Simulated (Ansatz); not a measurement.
## AgCl (Chlorargyrite, Fm-3m) at temperature and pressure

Wanted: expansion, heat capacity and stiffness of AgCl (Chlorargyrite) along isobars.

Main program and level: Ansatz 0.2.0; DFT RPBE, scalar-relativistic, plane waves, PAW.

The database entry behind the starting cell differs from later determinations by our own check (an axis about 1.4 % short against later determinations), so it need not match the best structure at ambient conditions.

## (1) Set-up

The structure is cubic, space group Fm-3m (No. 225). Conventional cell: a = 5.470 Å, b = 5.470 Å, c = 5.470 Å, α = 90.00°, β = 90.00°, γ = 90.00°. Nearest to Ag lie 6 Cl at 2.73 Å. Nearest to Cl lie 6 Ag at 2.73 Å. Farther neighbours and most contacts between anions are not listed.

## (2) Probe on a coarse mesh

Before spending time, one coarse run tells the gap and the pressure of the starting cell.

Contents of input.yaml:

```yaml
crystal:
  lattice:
    - [0.0, 2.735, 2.735]
    - [2.735, 0.0, 2.735]
    - [2.735, 2.735, 0.0]
  atoms:
    - { symbol: Ag, position: [0.0, 0.0, 0.0] }
    - { symbol: Cl, position: [0.5, 0.5, 0.5] }
kpoints:
  mp_grid: { grid: [6, 6, 6] }
hamiltonian:
  xc: rpbe
scf:
  occupations: { method: gaussian, width: 0.1 }
output:
  forces: true
  stress: true
  eigenvalues: true
```

Launch:

```
$ ansatz run input.yaml --threads 4 --pin off --max-ram 8192MiB --backend cpu --events-out ev --progress --plain --runs-dir out
```

Numbers of over 12 decimals in the logs are rounded to 6 here.

The log of the run:

```text
Engine: ansatz 0.2.0, aarch64-unknown-linux-gnu
Pseudopotentials: kind: paw
Pseudopotential: Ag, paw, valence charge 19, recommended cutoff 420 eV (normal), Ag.paw.azcp
Pseudopotential: Cl, paw, valence charge 7, recommended cutoff 420 eV (normal), Cl.paw.azcp
Functional definition: RPBE
  parameter kappa = 0.804
  parameter beta = 0.066725
  exchange = rpbe_x(kappa = kappa, mu = beta*pi^2/3)
  correlation = pbe_c(beta = beta)
Crystal: 2 atoms, lattice volume = 40.917 Å³
Basis set: ecut = 420 eV, 821 PW (Γ), exchange–correlation on 54×54×54 points (8 copies of the dense FFT grid, shifted against one another)
Bands: 17, of which v1, the nominal top of the filled ones, is band 13 counted from 1 (12 counted from 0)
Symmetry: 48 space group operations
Space group: Fm-3m (ITA 225), of the structure as read, at distance tolerance 3.4e-5 Å
k-points: 16 of 216
Non-local potential: Ag, projectors of the file, l = 0: 3, l = 1: 2, l = 2: 2, l = 3: 1
Non-local potential: Cl, projectors of the file, l = 0: 2, l = 1: 2, l = 2: 2
PAW form: soft (Blöchl's): semilocal exchange-correlation on the pseudo side does not see the compensation charge
PAW frozen core: Ag, regenerated for the run's functional, and the local potential with it (the file was generated under x = pbe(κ = 0.804, μ = 0.219515), c = pbe(β = 0.066725))
PAW frozen core: Cl, regenerated for the run's functional, and the local potential with it (the file was generated under x = pbe(κ = 0.804, μ = 0.219515), c = pbe(β = 0.066725))
PAW one-centre angular grid: Ag, 590 points (default); XC on 64 Gauss nodes
PAW one-centre angular grid: Cl, 110 points (default); XC on 64 Gauss nodes
Initial density: superposition of atomic densities (neutral atoms: chi_scale 0, normalization atom), corrected by the library's trained network
Initial wavefunctions: pseudopotential atomic-orbital guess
Functional: x = rpbe, c = pbe(β = 0.066725)
SCF iter   1: F=—  HF=-8682.567992 eV  |F-HF|=—  |Δ(HF+E_count)|=         —  Δρ=4.17e-3  dr2=6.80e-3  ethr=1.77e-3  ⟨swp⟩=5.1  Hψ=1274  notcnv=0
preconditioner: auto → none  [insulator: Δε(μ)=1.115 eV  Ē_g=11.269 eV  σ=0.100 eV  W_gap=1.00  n_scr=14 (ndim 8)  ℏωp=24.6 eV  f_vac=0.026  D(μ)=0.00/eV (n_scr^D=0)  ε∞_Penn≈5.8]
SCF iter   2: F=—  HF=-8682.567390 eV  |F-HF|=—  |Δ(HF+E_count)|=   6.02e-4  Δρ=1.83e-3  dr2=7.58e-4  ethr=2.61e-5  ⟨swp⟩=2.6  Hψ=568  notcnv=0
SCF iter   3: F=—  HF=-8682.567288 eV  |F-HF|=—  |Δ(HF+E_count)|=   1.02e-4  Δρ=7.74e-4  dr2=1.66e-4  ethr=2.92e-6  ⟨swp⟩=2.5  Hψ=458  notcnv=0
SCF iter   4: F=—  HF=-8682.567300 eV  |F-HF|=—  |Δ(HF+E_count)|=   1.18e-5  Δρ=3.34e-4  dr2=4.52e-5  ethr=6.38e-7  ⟨swp⟩=2.4  Hψ=383  notcnv=0
SCF iter   5: F=—  HF=-8682.567297 eV  |F-HF|=—  |Δ(HF+E_count)|=   3.33e-6  Δρ=7.02e-5  dr2=2.39e-6  ethr=1.74e-7  ⟨swp⟩=2.2  Hψ=352  notcnv=0
SCF iter   6: F=-8682.567297 eV  HF=-8682.567297 eV  |F-HF|=1.09e-8  |Δ(HF+E_count)|=   6.92e-7  Δρ=6.82e-6  dr2=1.86e-8  ethr=3.85e-10  ⟨swp⟩=3.1  Hψ=1061  notcnv=0
SCF 1 converged in 6 iterations: F = -8682.567297 eV  dr2 = 1.86e-8
  greatest PAW one-centre occupation: 1.000 electrons in one spin orbital (limit 2), on the Ag atom at site 0 (counted from 0), in its partial waves of l = 1
SCF converged after 6 iterations
Free energy (F): -8682.567297 eV
Harris-Foulkes:  -8682.567297 eV  (|F-HF|=1.09e-8)
Internal energy: -8682.567297 eV  (E = F + TS)
E sigma→0 (E₀):  -8682.567297 eV
Fermi energy:    9.496227 eV
--- Per-component energies (eV) ---
  E_band       = -340.384940
  E_kinetic    = 690.870623
  E_local      = -3148.008299  (includes V_loc(G=0)·N_el)
  E_nonlocal   = 111.154691
  E_hartree    = 1386.919189
  E_xc         = -291.354048
  E_vxc        = -355.150576  (∫ρ·V_xc dr)
  E_paw        = -4576.204875  (= ΣΔE_a)
  E_vpaw       = -413.092484  (= ΣTr[D̂ρ^β])
  E_aug_tail   = 0.000426  (compensation charges beyond the density's cutoff)
  E_ewald      = -2855.792444
  E_core_change = -0.152561  (= ΣΔE_core)
  E_smearing   = -0.000000  (= −TS)
  E_closure    = -0.000000  (closes the sum)
  Σ components = -8682.567297   (vs F -8682.567297, Δ=0.00e0)
--- Forces (eV/Å), atoms counted from 1 ---
  atom   1  Ag    -0.00000000     0.00000000     0.00000000
  atom   2  Cl     0.00000000    -0.00000000    -0.00000000
  max |Σ_I F_I| component: 3.68e-30 eV/Å
--- Stress (GPa, compression-positive) ---
        7.238824      -0.000000       0.000000
       -0.000000       7.238824      -0.000000
        0.000000       0.000000       7.238824
  P = ⅓ Tr σ = 7.2388 GPa (72.388 kbar)
--- Band table (eV; the first three rows and the last of 16) ---
  k-point 0: bands = [... 9 lower, 6.3993, 6.4503, 6.4503, 6.4503, 10.0265, 19.6860, 19.6860, 19.6860]
  k-point 1: bands = [... 9 lower, 6.4558, 6.7165, 7.5546, 7.5546, 11.1757, 17.8743, 19.0682, 19.0682]
  k-point 2: bands = [... 9 lower, 6.6529, 6.9514, 8.5318, 8.5318, 12.8080, 16.1462, 17.3301, 17.3301]
  k-point 15: bands = [... 9 lower, 6.8847, 6.8952, 6.9061, 7.5617, 12.6291, 16.8224, 17.3190, 18.0684]
```

Run time: 0.35 s. Hardware: 4 threads of Arm Neoverse V2, shared host; peak memory 0.28 GiB; 0.88 s of CPU time.

This step gave:

```
pressure          : 7.239 GPa
gap on the k-mesh : 1.079 eV
volume per atom   : 20.46 Å³
```

The start is under 7.2 GPa at this level and looks like an insulator or semiconductor on this mesh.

## (3) Relaxation

Phonons are second derivatives about a minimum, so cell and atoms are relaxed first, inside the symmetry of the start.

input.yaml, the sections that differ from step 2:

```yaml
kpoints:
  mp_grid: { grid: [8, 8, 8] }
scf:
  occupations: { method: gaussian, width: 0.02 }
output:
  forces: true
  stress: true
  eigenvalues: true
  write_density: true
  write_potential: true
  elf: true
  volumetric_format: npy
relax:
  adjacent_minimum: "off"
  f_tol: 0.005
  max_steps: 80
  cell: { stress_tol: 0.05 }
# crystal, hamiltonian: as in step 2
```

The log of the run:

```text
[...]
Crystal: 2 atoms, lattice volume = 40.917 Å³
Basis set: ecut = 420 eV, 821 PW (Γ), exchange–correlation on 54×54×54 points (8 copies of the dense FFT grid, shifted against one another)
Bands: 17, of which v1, the nominal top of the filled ones, is band 13 counted from 1 (12 counted from 0)
Symmetry: 48 space group operations
[...]
k-points: 29 of 512
[...]
SCF iter   1: F=—  HF=-8682.568437 eV  |F-HF|=—  |Δ(HF+E_count)|=         —  Δρ=4.15e-3  dr2=6.71e-3  ethr=1.77e-3  ⟨swp⟩=5.4  Hψ=2412  notcnv=0
[...]
SCF iter   6: F=-8682.567799 eV  HF=-8682.567799 eV  |F-HF|=1.13e-8  |Δ(HF+E_count)|=   6.84e-7  Δρ=6.64e-6  dr2=1.77e-8  ethr=3.85e-10  ⟨swp⟩=6.2  Hψ=3078  notcnv=0
SCF 1 converged in 6 iterations: F = -8682.567799 eV  dr2 = 1.77e-8
[...]
relax step   1: F+E_penalty+E_count = -8682.56779886 eV  Δ(F+E_penalty+E_count) = +0.000e0 eV  max|allowed force component| = 2.472e-29 eV/Å  Δτ_max = 0.0000 Å  P = +7.229 GPa  Ω = 40.917 Å³  (6 SCF iters, dr2 threshold 1.00e-7 eV, accepted)
Crystal: 2 atoms, lattice volume = 47.003 Å³
Basis set: ecut = 420 eV, 941 PW (Γ), exchange–correlation on 54×54×54 points (8 copies of the dense FFT grid, shifted against one another)
[...]
iter 1 solved again at ethr=7.51e-5 eV; its pass at ethr=3.10e-3 eV (dr2=1.95e-2 eV) is discarded
[...]
SCF iter   6: F=-8682.699561 eV  HF=-8682.699561 eV  |F-HF|=5.55e-8  |Δ(HF+E_count)|=   4.06e-6  Δρ=5.60e-6  dr2=1.36e-8  ethr=7.69e-10  ⟨swp⟩=10.4  Hψ=3564  notcnv=0
SCF 2 converged in 6 iterations: F = -8682.699561 eV  dr2 = 1.36e-8
relax step   2: F+E_penalty+E_count = -8682.69956092 eV  Δ(F+E_penalty+E_count) = -1.318e-1 eV  max|allowed force component| = 2.367e-30 eV/Å  Δτ_max = 0.0000 Å  P = +0.664 GPa  Ω = 47.003 Å³  energy of the carried Pulay correction = -1.490e-3 eV  (6 SCF iters, dr2 threshold 2.00e-7 eV, accepted)
Crystal: 2 atoms, lattice volume = 47.721 Å³
[...]
SCF iter   5: F=-8682.701284 eV  HF=-8682.701284 eV  |F-HF|=4.13e-8  |Δ(HF+E_count)|=   1.14e-7  Δρ=6.03e-6  dr2=1.37e-8  ethr=7.69e-10  ⟨swp⟩=8.5  Hψ=3265  notcnv=0
SCF 3 converged in 5 iterations: F = -8682.701284 eV  dr2 = 1.37e-8
relax step   3: F+E_penalty+E_count = -8682.70128384 eV  Δ(F+E_penalty+E_count) = -1.723e-3 eV  max|allowed force component| = 3.550e-30 eV/Å  Δτ_max = 0.0000 Å  P = +0.181 GPa  Ω = 47.721 Å³  energy of the carried Pulay correction = -1.644e-3 eV  (5 SCF iters, dr2 threshold 2.00e-7 eV, accepted)
[...]
relax step   4: F+E_penalty+E_count = -8682.70138619 eV  Δ(F+E_penalty+E_count) = -1.024e-4 eV  max|allowed force component| = 2.761e-30 eV/Å  Δτ_max = 0.0000 Å  P = +0.008 GPa  Ω = 47.995 Å³  energy of the carried Pulay correction = -1.702e-3 eV  (4 SCF iters, dr2 threshold 8.19e-8 eV, accepted)
Basis set: ecut = 420 eV, 941 PW (Γ), exchange–correlation on 60×60×60 points (8 copies of the dense FFT grid, shifted against one another)
[...]
SCF iter   7: F=-8682.702571 eV  HF=-8682.702571 eV  |F-HF|=1.22e-10  |Δ(HF+E_count)|=  8.77e-10  Δρ=1.50e-7  dr2=6.66e-12  ethr=1.00e-12  ⟨swp⟩=4.0  Hψ=2329  notcnv=0
SCF 5 converged in 7 iterations: F = -8682.702571 eV  dr2 = 6.66e-12
relax step   5: F+E_penalty+E_count = -8682.70257148 eV  Δ(F+E_penalty+E_count) = -1.185e-3 eV  max|allowed force component| = 2.169e-30 eV/Å  Δτ_max = 0.0000 Å  P = -0.004 GPa  Ω = 47.995 Å³  stress off target by 4.48e-3 GPa  SCF on the basis re-selected at this cell (its energy is not comparable with the rows above)  (7 SCF iters)
basis re-selected at this cell: Δ(F+E_penalty+E_count) = -1.185e-3 eV, ΔP = -0.012 GPa vs the last step (what re-selecting the basis moved, of the pressure what is left beyond the Pulay correction that the steps carried, after the strain that the cell walked since its last selection, with what the two solves' SCF thresholds leave and, on support functions, any second-order correction that the steps lacked; it is no measure of the basis error at this ecutwfc). The dense FFT grid was sized anew with the basis: this SCF ran on 30×30×30 points, the steps before it on 27×27×27, so part of this shift can come from that change (see relax.cell in the input reference). [rest of the remark cut]
SCF converged after 7 iterations
Free energy (F): -8682.702571 eV
[...]
Internal energy: -8682.702571 eV  (E = F + TS)
E sigma→0 (E₀):  -8682.702571 eV
Fermi energy:    6.942086 eV
[...]
--- Stress (GPa, compression-positive) ---
       -0.004475      -0.000000      -0.000000
       -0.000000      -0.004475      -0.000000
       -0.000000      -0.000000      -0.004475
  P = ⅓ Tr σ = -0.0045 GPa (-0.045 kbar)
--- Band table (eV; the first three rows and the last of 29) ---
  k-point 0: bands = [... 9 lower, 4.3879, 4.5113, 4.5113, 4.5113, 7.5254, 17.2276, 17.2276, 17.2276]
  k-point 1: bands = [... 9 lower, 4.3925, 4.5963, 5.1102, 5.1102, 8.1442, 15.9859, 16.8673, 16.8673]
  k-point 2: bands = [... 9 lower, 4.4826, 4.7051, 5.7260, 5.7260, 9.3591, 14.3206, 15.6337, 15.6337]
  k-point 28: bands = [... 9 lower, 4.7023, 4.7071, 4.7071, 5.4391, 10.5171, 14.3808, 14.3808, 14.4397]
--- Relaxed structure (4 steps of the walk, 4 accepted, 1 SCFs on fresh bases) ---
  F+E_penalty+E_count = -8682.70257148 eV   max|allowed force component| = 2.169e-30 eV/Å   (the final SCF, on the basis selected at the relaxed cell)
  cell:  # Å, volume = 47.9949 Å³
    - [0, 2.884398, 2.884398]
    - [2.884398, 0, 2.884398]
    - [2.884398, 2.884398, 0]
  atoms:
    - { symbol: Ag, position: [0, 0, 0] }
    - { symbol: Cl, position: [0.5, 0.5, 0.5] }
```

Elapsed: 2 s, on 4 threads; peak memory 0.34 GiB.

The steps of the relaxation:

| step | energy less that of the first step (eV) | largest force component (eV/Å) | pressure (GPa) | volume (Å³) |
| --- | --- | --- | --- | --- |
| 1 | 0.0000 | 0.0000 | 7.23 | 40.92 |
| 2 | -0.1318 | 0.0000 | 0.66 | 47.00 |
| 3 | -0.1335 | 0.0000 | 0.18 | 47.72 |
| 4 | -0.1336 | 0.0000 | 0.01 | 47.99 |
| 5* | -0.1348 | 0.0000 | 0.00 | 47.99 |

Relaxation steps marked * repeat the geometry before them on a plane-wave basis chosen anew for their cell, so energy and pressure can jump there.

Forces are held to the 48 operations that the run works with; a distortion that breaks them can't arise in this run.

| conventional cell, symmetrised | before | after | change |
| --- | --- | --- | --- |
| a (Å) | 5.470 | 5.769 | +5.5 % |
| b (Å) | 5.470 | 5.769 | +5.5 % |
| c (Å) | 5.470 | 5.769 | +5.5 % |
| volume (Å³/atom) | 20.46 | 24.00 | +17.3 % |

Final coordinates:

```xyz
2
Lattice="0.0000 2.8844 2.8844 2.8844 0.0000 2.8844 2.8844 2.8844 0.0000" Properties=species:S:1:pos:R:3 pbc="T T T"
Ag    0.0000    0.0000    0.0000
Cl    2.8844    2.8844    2.8844
```

Numbers from this step:

- pressure: -0.004475 GPa
- gap on the k-mesh: 1.167 eV
- volume per atom: 24.00 Å³

ELF in the ac plane of the conventional cell at fractional y = 0.000, with atoms of Ag and Cl within 0.2 Å of it. It is the smooth field of the valence electrons, not physical close to the nuclei.

Ten even steps from '_' (0.04) to '@' (0.85), each cell a mean:
```
%%**==..::%%@@##**@@@@++..::++##
**==::__::##@@@@@@@@@@==__..--++
::::..____==##%%%%%%**::____..::
....________::::--::..________..
++++--..______......______::==++
@@@@##--__..::====--..__..**@@@@
%%@@@@++..::==**##++--..::%%@@@@
==%%@@++..::**%%@@##==..--%%@@**
**@@@@++..::++##%%**==..::%%@@##
@@@@@@==__..--++**==::__::##@@@@
%%%%**::____..::::::..____==##%%
--::..________......________::::
....______::==++++++--..______..
==--..__..**@@@@@@@@##--__..::==
##++--..::%%@@@@%%@@@@++..::==**
@@##==..--%%@@**==%%@@++..::**%%
```
Columns run along a (5.8 Å), rows up along c (5.8 Å), edges of the conventional cell, whose origin can differ from the input's. Atoms in or near the plane, at fractional coordinates: Ag at (0.00, 0.00), Ag at (0.50, 0.50), Cl at (0.50, 0.00), Cl at (0.00, 0.50).

Electrostatic potential energy in the ac plane of the conventional cell at fractional y = 0.000, with atoms of Ag and Cl within 0.2 Å of it. With pseudopotentials it is smooth inside the atoms' cores, unlike the true potential.

Ten even steps from '_' (-43 eV) to '@' (11 eV), each cell a mean:
```
::--**@@@@%%==____..##@@@@##==::
==++##@@@@@@##==--++%%@@@@%%**==
##%%@@@@@@@@@@%%%%@@@@@@@@@@%%##
@@@@@@@@@@@@@@@@@@@@@@@@@@@@@@@@
@@@@@@@@@@@@@@@@%%@@@@@@@@@@@@@@
**##@@@@@@@@##**++##%%@@@@@@%%##
..--##@@@@%%++--::==##@@@@@@++..
__..**@@@@##==::..::++%%@@%%--__
__..##@@@@##==::::--**@@@@%%==__
--++%%@@@@%%**====++##@@@@@@##==
%%@@@@@@@@@@%%####%%@@@@@@@@@@%%
@@@@@@@@@@@@@@@@@@@@@@@@@@@@@@@@
%%@@@@@@@@@@@@@@@@@@@@@@@@@@@@@@
++##%%@@@@@@%%##**##@@@@@@@@##**
::==##@@@@@@++....--##@@@@%%++--
..::++%%@@%%--____..**@@@@##==::
```
Columns run along a (5.8 Å; values clipped at the 3rd and 97th percentile), rows up along c (5.8 Å), edges of the conventional cell, whose origin can differ from the input's. Atoms in or near the plane, at fractional coordinates: Ag at (0.00, 0.00), Ag at (0.50, 0.50), Cl at (0.50, 0.00), Cl at (0.00, 0.50).

Valence density in the ac plane of the conventional cell at fractional y = 0.000, with atoms of Ag and Cl within 0.2 Å of it. It is the smooth field of the valence electrons, not physical close to the nuclei.

Values in e/Å³, 16 rows by 16 columns, each cell a mean:
```
15  8  2  0  0  1  1  1  1  2  1  0  0  1  4 12
 5  3  1  0  0  0  1  1  2  1  1  0  0  0  1  4
 1  0  0  0  0  0  0  1  1  0  0  0  0  0  0  1
 0  0  0  0  0  0  0  0  0  0  0  0  0  0  0  0
 0  0  0  0  0  0  0  0  0  0  0  0  0  0  0  0
 1  1  0  0  0  0  1  2  2  1  0  0  0  0  1  1
 2  1  1  0  0  0  3  8 10  5  1  0  0  0  1  2
 0  2  1  0  0  1  5 15 18 10  2  0  0  1  2  1
 1  2  1  0  0  1  4 12 15  8  2  0  0  1  1  1
 2  1  1  0  0  0  1  4  5  3  1  0  0  0  1  1
 1  0  0  0  0  0  0  1  1  0  0  0  0  0  0  1
 0  0  0  0  0  0  0  0  0  0  0  0  0  0  0  0
 0  0  0  0  0  0  0  0  0  0  0  0  0  0  0  0
 2  1  0  0  0  0  1  1  1  1  0  0  0  0  1  2
10  5  1  0  0  0  1  2  2  1  1  0  0  0  3  8
18 10  2  0  0  1  2  1  0  2  1  0  0  1  5 15
```
Columns run along a (5.8 Å), rows up along c (5.8 Å), edges of the conventional cell, whose origin can differ from the input's. Atoms in or near the plane, at fractional coordinates: Ag at (0.00, 0.00), Ag at (0.50, 0.50), Cl at (0.50, 0.00), Cl at (0.00, 0.50).

The relaxation ends with a pressure of 0.00 GPa.

## (4) A second relaxation

The relaxation is run once more from where the first one ended, as the script does after a large change of volume or of the gap, with mesh and occupations reviewed.

input.yaml, the sections that differ from step 3:

```yaml
crystal:
  lattice:
    - [0.0, 2.8843977905, 2.8843977905]
    - [2.8843977905, 0.0, 2.8843977905]
    - [2.8843977905, 2.8843977905, 0.0]
  atoms:
    - { symbol: Ag, position: [0.0, 0.0, 0.0] }
    - { symbol: Cl, position: [0.5, 0.5, 0.5] }
output:
  forces: true
  stress: true
  eigenvalues: true
# kpoints, hamiltonian, scf, relax: as in step 3
```

The log of the run:

```text
[...]
Crystal: 2 atoms, lattice volume = 47.995 Å³
Basis set: ecut = 420 eV, 941 PW (Γ), exchange–correlation on 60×60×60 points (8 copies of the dense FFT grid, shifted against one another)
Bands: 17, of which v1, the nominal top of the filled ones, is band 13 counted from 1 (12 counted from 0)
Symmetry: 48 space group operations
[...]
k-points: 29 of 512
[...]
k-point 28: bands = [... 9 lower, 4.7023, 4.7071, 4.7071, 5.4391, 10.5171, 14.3808, 14.3808, 14.4397]
--- Relaxed structure (1 steps of the walk, 1 accepted, 1 SCFs on fresh bases) ---
[...]
cell:  # Å, volume = 47.9949 Å³
    - [0.0, 2.8843977905, 2.8843977905]
    - [2.8843977905, 0.0, 2.8843977905]
    - [2.8843977905, 2.8843977905, 0.0]
  atoms:
    - { symbol: Ag, position: [0.0, 0.0, 0.0] }
    - { symbol: Cl, position: [0.5, 0.5, 0.5] }
[key lines of the parts left out:]
SCF converged after 4 iterations
Free energy (F): -8682.702571 eV
Fermi energy:    6.942080 eV
P = ⅓ Tr σ = -0.0045 GPa (-0.045 kbar)
```

Run time: 0.92 s. Hardware: 4 threads; peak memory 0.33 GiB.

Little changed from the start: no atom moved by 0.005 Å and no cell edge by 0.1 %.

Numbers from this step:

```yaml
pressure: -0.004464 GPa
```

## (5) Tight relaxation

The relaxation is repeated with tighter thresholds on force and stress, since phonons are sensitive to what is left; a change of mesh or smearing in the input moves the cell too.

input.yaml, the sections that differ from step 4:

```yaml
scf:
  occupations: { method: fixed }
relax:
  adjacent_minimum: "off"
  f_tol: 0.001
  max_steps: 60
  cell: { stress_tol: 0.01 }
# crystal, kpoints, hamiltonian, output: as in step 4
```

The log of the run:

```text
[...]
Crystal: 2 atoms, lattice volume = 47.995 Å³
Basis set: ecut = 420 eV, 941 PW (Γ), exchange–correlation on 60×60×60 points (8 copies of the dense FFT grid, shifted against one another)
Bands: 17, of which v1, the nominal top of the filled ones, is band 13 counted from 1 (12 counted from 0)
Symmetry: 48 space group operations
[...]
k-points: 29 of 512
[...]
k-point 28: bands = [... 9 lower, 4.7023, 4.7071, 4.7071, 5.4391, 10.5171, 14.3808, 14.3808, 14.4397]
--- Relaxed structure (1 steps of the walk, 1 accepted, 1 SCFs on fresh bases) ---
[...]
cell:  # Å, volume = 47.9949 Å³
    - [0.0, 2.8843977905, 2.8843977905]
    - [2.8843977905, 0.0, 2.8843977905]
    - [2.8843977905, 2.8843977905, 0.0]
  atoms:
    - { symbol: Ag, position: [0.0, 0.0, 0.0] }
    - { symbol: Cl, position: [0.5, 0.5, 0.5] }
[key lines of the parts left out:]
SCF converged after 6 iterations
Free energy (F): -8682.702571 eV
Fermi energy:    6.358065 eV
P = ⅓ Tr σ = -0.0045 GPa (-0.045 kbar)
```

Run time: 0.95 s. Hardware: 4 threads; peak memory 0.32 GiB; 3 s of CPU time.

Little changed from the start: no atom moved by 0.005 Å and no cell edge by 0.1 %.

This step gave:

- pressure: -0.004470 GPa

The residual pressure is -0.0045 GPa, small enough for phonons.

(Continued in part 2 of 3.)

[Logs are printed without paths, hosts, clocks, repeated set-up lines and the standing remarks that a program may print on its own settings, such as how far it seeks lower states.]

[Hosts, paths, dates, database ids (printed as entryN), source tags and the programs' standing remarks are cut or masked in the printed files.]

[A step with changed settings may run another functional than the one named; its input shows which.]

[Pressures of single members of a volume series are the stress at the run's cutoff; with an incomplete basis they can lie off −dE/dV of the same runs, and they are not shown converged.]
